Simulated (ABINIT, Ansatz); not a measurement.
## KCl (Sylvite): one start, several treatments of the self-energy

How much does the gap of KCl (Sylvite) depend on the approximation to the self-energy?

Main program and level: ABINIT 10.8.3; PBE and many-body steps on it, plane waves.

Report form: the programs' logs are mostly left out.

## (1) The structure

It takes space group Fm-3m (No. 225, cubic). Conventional cell: a = 6.293 Å, b = 6.293 Å, c = 6.293 Å, α = 90.00°, β = 90.00°, γ = 90.00°. Nearest to K lie 6 Cl at 3.15 Å. Nearest to Cl lie 6 K at 3.15 Å. Farther neighbours and most contacts between anions are not listed.

The cell and positions come from the Crystallography Open Database and are kept as given unless a step says otherwise.

## (2) Empty states on the mesh, 4×4×4 mesh, 201 bands

This step: ABINIT 10.8.3; DFT, PBE, plane waves, norm-conserving pseudopotentials.

The sums over transitions need many empty states on a uniform mesh; this step solves for them.

Input file run.abi:

```
acell 3*1.0 Angstrom
rprim 
  -0.000000000000 3.146470000000 3.146470000000
  3.146470000000 0.000000000000 3.146470000000
  3.146470000000 3.146470000000 -0.000000000000
ntypat 2
znucl 19 17
natom 2
typat 1 2
xred 
  0.000000000000 0.000000000000 0.000000000000
  0.500000000000 0.500000000000 0.500000000000
pp_dirpath "pseudos"
pseudos "K.upf, Cl.upf"
ecut 33
ngkpt 4 4 4
nshiftk 1
shiftk 0 0 0
kptopt 1
chksymbreak 0
irdden 1
istwfk *1
nband 201
prtvol 0
optdriver 6
gwr_task "HDIAGO"
paral_kgb 0
occopt 1
indata_prefix "in"
outdata_prefix "out"
tmpdata_prefix "tmp"
```

Run with:

```
$ OMP_NUM_THREADS=1 mpirun -n 4 abinit run.abi > log
```

It took 1.8 min on 4 MPI ranks of Intel Xeon Platinum 8259CL at 2.50GHz (Skylake/Cascade Lake), shared host; peak memory 3.4 GiB; 7 min of CPU time.

Numbers from this step:

- gap: 5.190 eV
- k of the valence top: 0, 0, 0
- k of the conduction bottom: 0, 0, 0
- least direct gap: 5.190 eV
- k points computed: 8
- lowest point of the top converged band, above the valence top: 112.3479 eV

On this mesh the gap is 5.190 eV.

The density comes from a self-consistent run that is not shown.

## (3) Screening, 4×4×4 mesh, 83 bands, screening to 141.5 eV

The RPA dielectric matrix is built and inverted for each q.

This step: RPA screening on PBE, plane waves, norm-conserving pseudopotentials.

Changes to run.abi since step 2:

```diff
@@ -20,10 +20,11 @@
 chksymbreak 0
-irdden 1
 istwfk *1
-nband 201
-prtvol 0
-optdriver 6
-gwr_task "HDIAGO"
-paral_kgb 0
 occopt 1
+irdwfk 1
+optdriver 3
+nband 83
+ecuteps 5.2
+inclvkb 2
+awtr 1
+symchi 1
 indata_prefix "in"
```

It took 31 s on 4 MPI ranks; peak memory 0.89 GiB.

This step gave:

| Item | Value |
| --- | --- |
| ε∞ with local fields, on this mesh, along the program's q direction | 2.177 |
| the same without local fields | 2.583 |
| plasma frequency | 18.82 eV |
| plane waves in the screening matrix | 259 |

Local fields lower ε∞ by 16 %.

## (4) G0W0, Godby-Needs plasmon pole

The self-energy is evaluated for the states that the input lists, and the levels follow from it, in one-shot runs by the linearised quasiparticle equation.

This step: G0W0 on PBE, plane waves, norm-conserving pseudopotentials.

Changes to run.abi since step 3:

```diff
@@ -23,8 +23,15 @@
 irdwfk 1
-optdriver 3
+optdriver 4
 nband 83
+gwcalctyp 0
+ecutsigx 33
+symsigma 1
+nkptgw 1
+kptgw 
+  0.0000000000 0.0000000000 0.0000000000
+bdgw 
+  6 12
 ecuteps 5.2
-inclvkb 2
-awtr 1
-symchi 1
+irdscr 1
+ppmodel 1
 indata_prefix "in"
```

It took 9.3 s on 4 MPI ranks; peak memory 0.94 GiB; 36 s of CPU time.

Numbers from this step:

* G0W0 gap on the points computed: 7.965 eV
* starting gap on the mesh: 5.190 eV
* k of the valence top: 0, 0, 0
* k of the conduction bottom: 0, 0, 0
* Z at the valence top: 0.811
* Z at the conduction bottom: 0.874
* least direct G0W0 gap on the computed points: 7.965 eV

The gap on the mesh goes from 5.19 eV to 7.96 eV, a correction of +2.78 eV.

## (5) G0W0, Hybertsen-Louie plasmon pole

Changes to run.abi since step 4:

```diff
@@ -35,3 +35,3 @@
 irdscr 1
-ppmodel 1
+ppmodel 2
 indata_prefix "in"
```

Run time: 9.1 s. Hardware: 4 MPI ranks; peak memory 0.73 GiB; 35 s of CPU time.

This step gave:

```yaml
g0w0_gap_on_the_points_computed: 8.229 eV
starting_gap_on_the_mesh: 5.190 eV
k_of_the_valence_top: 0, 0, 0
k_of_the_conduction_bottom: 0, 0, 0
z_at_the_valence_top: 0.865
z_at_the_conduction_bottom: 0.899
least_direct_g0w0_gap_on_the_computed_points: 8.229 eV
```

Against G0W0 in ABINIT (4×4×4 mesh, 83 bands, screening to 141.5 eV, Godby-Needs plasmon pole), the gap moves by +0.264 eV.

## (6) G0W0, Engel-Farid plasmon pole

Changes to run.abi since step 5:

```diff
@@ -35,3 +35,3 @@
 irdscr 1
-ppmodel 2
+ppmodel 4
 indata_prefix "in"
```

It took 6.8 s on 4 MPI ranks; peak memory 0.79 GiB.

This step gave:

```yaml
g0w0_gap_on_the_points_computed: 8.064 eV
starting_gap_on_the_mesh: 5.190 eV
k_of_the_valence_top: 0, 0, 0
k_of_the_conduction_bottom: 0, 0, 0
least_direct_g0w0_gap_on_the_computed_points: 8.064 eV
```

Against G0W0 in ABINIT (4×4×4 mesh, 83 bands, screening to 141.5 eV, Godby-Needs plasmon pole), the gap moves by +0.099 eV.

## (7) One-shot COHSEX

This step: one-shot COHSEX on PBE, plane waves, norm-conserving pseudopotentials.

Changes to run.abi since step 6:

```diff
@@ -25,3 +25,3 @@
 nband 83
-gwcalctyp 0
+gwcalctyp 7
 ecutsigx 33
@@ -35,3 +35,2 @@
 irdscr 1
-ppmodel 4
 indata_prefix "in"
```

The job ended after 4 s (4 MPI ranks; peak memory 0.58 GiB; 15 s of CPU time).

Numbers from this step:

```yaml
quasiparticle_gap_on_the_points_computed: 9.729 eV
starting_gap_on_the_mesh: 5.190 eV
k_of_the_valence_top: 0, 0, 0
k_of_the_conduction_bottom: 0, 0, 0
least_direct_quasiparticle_gap_on_the_computed_points: 9.729 eV
```

Against G0W0 in ABINIT (4×4×4 mesh, 83 bands, screening to 141.5 eV, Godby-Needs plasmon pole), the gap moves by +1.764 eV.

## (8) One-shot Hartree-Fock

This step: one-shot Hartree-Fock on PBE, plane waves, norm-conserving pseudopotentials.

Changes to run.abi since step 7:

```diff
@@ -24,4 +24,4 @@
 optdriver 4
-nband 83
-gwcalctyp 7
+nband 12
+gwcalctyp 5
 ecutsigx 33
@@ -33,4 +33,4 @@
   6 12
-ecuteps 5.2
-irdscr 1
+ixc_sigma 40
+fftgw 31
 indata_prefix "in"
```

It took 3.5 s on 4 MPI ranks; peak memory 0.55 GiB; 13 s of CPU time.

This step gave:

```yaml
quasiparticle_gap_on_the_points_computed: 13.42 eV
starting_gap_on_the_mesh: 5.190 eV
k_of_the_valence_top: 0, 0, 0
k_of_the_conduction_bottom: 0, 0, 0
least_direct_quasiparticle_gap_on_the_computed_points: 13.42 eV
```

Against G0W0 in ABINIT (4×4×4 mesh, 83 bands, screening to 141.5 eV, Godby-Needs plasmon pole), the gap moves by +5.451 eV.

## (9) Screening, 4×4×4 mesh, 83 bands, screening to 141.5 eV

This step: RPA screening on PBE, plane waves, norm-conserving pseudopotentials.

Changes to run.abi since step 8:

```diff
@@ -23,14 +23,14 @@
 irdwfk 1
-optdriver 4
-nband 12
-gwcalctyp 5
-ecutsigx 33
-symsigma 1
-nkptgw 1
-kptgw 
-  0.0000000000 0.0000000000 0.0000000000
-bdgw 
-  6 12
-ixc_sigma 40
-fftgw 31
+optdriver 3
+nband 83
+ecuteps 5.2
+inclvkb 2
+awtr 1
+symchi 1
+gwcalctyp 2
+nfreqre 16
+freqremax 40 eV
+nfreqim 8
+spmeth 1
+nomegasf 120
 indata_prefix "in"
```

Wall time 57 s (4 MPI ranks); peak memory 1.2 GiB; 3.8 min of CPU time.

Numbers from this step:

- ε∞ with local fields, on this mesh, along the program's q direction: 2.183
- the same without local fields: 2.59
- plasma frequency: 18.82 eV
- plane waves in the screening matrix: 259

## (10) G0W0, contour deformation

This step: G0W0 on PBE, plane waves, norm-conserving pseudopotentials.

Changes to run.abi since step 9:

```diff
@@ -23,14 +23,14 @@
 irdwfk 1
-optdriver 3
+optdriver 4
 nband 83
+gwcalctyp 2
+ecutsigx 33
+symsigma 1
+nkptgw 1
+kptgw 
+  0.0000000000 0.0000000000 0.0000000000
+bdgw 
+  6 12
 ecuteps 5.2
-inclvkb 2
-awtr 1
-symchi 1
-gwcalctyp 2
-nfreqre 16
-freqremax 40 eV
-nfreqim 8
-spmeth 1
-nomegasf 120
+irdscr 1
 indata_prefix "in"
```

Wall time 8.2 s (4 MPI ranks); peak memory 1 GiB; 32 s of CPU time.

This step gave:

| Property | Result |
| --- | --- |
| G0W0 gap on the points computed | 7.918 eV |
| starting gap on the mesh | 5.190 eV |
| k of the valence top | 0, 0, 0 |
| k of the conduction bottom | 0, 0, 0 |
| least direct G0W0 gap on the computed points | 7.918 eV |

Against G0W0 in ABINIT (4×4×4 mesh, 83 bands, screening to 141.5 eV, Godby-Needs plasmon pole), the gap moves by −0.047 eV.

## (11) The runs together

Times are wall times on 4 MPI ranks of Intel Xeon Platinum 8259CL at 2.50GHz (Skylake/Cascade Lake), shared host, good to a factor of about two. A run's time includes the screening step that it read.

```tsv
run	mesh	bands	screening cutoff (eV)	DFT gap (eV)	gap on the mesh (eV)	direct (eV)	ε∞ used	time
G0W0, Godby-Needs plasmon pole	4×4×4	83	141.5	5.190	7.965	7.965	2.18	41 s
G0W0, Hybertsen-Louie plasmon pole	4×4×4	83	141.5	5.190	8.229	8.229	2.18	41 s
G0W0, Engel-Farid plasmon pole	4×4×4	83	141.5	5.190	8.064	8.064	2.18	38 s
one-shot COHSEX	4×4×4	83	141.5	5.190	9.729	9.729	2.18	35 s
one-shot Hartree-Fock	4×4×4	-	-	5.190	13.416	13.416	-	3.5 s
G0W0, contour deformation	4×4×4	83	141.5	5.190	7.918	7.918	2.18	66 s
```

## (12) Outcome

```json
{
 "G0W0, Godby-Needs plasmon pole": "7.965 eV",
 "G0W0, Hybertsen-Louie plasmon pole": "8.229 eV",
 "G0W0, Engel-Farid plasmon pole": "8.064 eV",
 "one-shot COHSEX": "9.729 eV",
 "one-shot Hartree-Fock": "13.416 eV",
 "G0W0, contour deformation": "7.918 eV",
 "known limits": "not at the basis limit"
}
```

**Reading.** G0W0, Hybertsen-Louie plasmon pole: +0.264 eV against G0W0, Godby-Needs plasmon pole. G0W0, Engel-Farid plasmon pole: +0.099 eV against G0W0, Godby-Needs plasmon pole. One-shot COHSEX: +1.764 eV against G0W0, Godby-Needs plasmon pole. One-shot Hartree-Fock: +5.451 eV against G0W0, Godby-Needs plasmon pole. G0W0, contour deformation: −0.047 eV against G0W0, Godby-Needs plasmon pole. Bare exchange alone opens the gap to 13.42 eV; against G0W0, correlation takes back 5.45 eV. Static COHSEX lies above G0W0: it lacks the factor Z and overstates the Coulomb hole of the filled states. Bands and cutoff are finite, so the gap is not at the basis limit. The miss can reach some tenths of an eV and take either sign; the mesh is an error of its own. In the G0W0 runs levels were corrected at 1 k point alone, so a gap called «on the mesh» is the least over those, and an edge elsewhere would be missed.

[Paths, hosts, dates, memory and timing lines, banners, echoed tables and standing remarks are left out of the program output.]

[Logs are printed without paths, hosts, clocks, repeated set-up lines and the standing remarks that a program may print on its own settings, such as how far it seeks lower states.]

[Runs of the session that timed out or met a known fault of the program may be left out.]

[Hosts, paths, dates, database ids (printed as entryN), source tags and the programs' standing remarks are cut or masked in the printed files.]

[G0W0 gaps are taken among the corrected bands and points alone; a level outside them can change the order at an edge.]

[Where Ansatz stands beside ABINIT at settings called matched, ABINIT's density can come from a denser mesh and the files from another edition; pairs whose starting gaps differed by over 0.03 eV were left out, so agreement reads better than it is.]
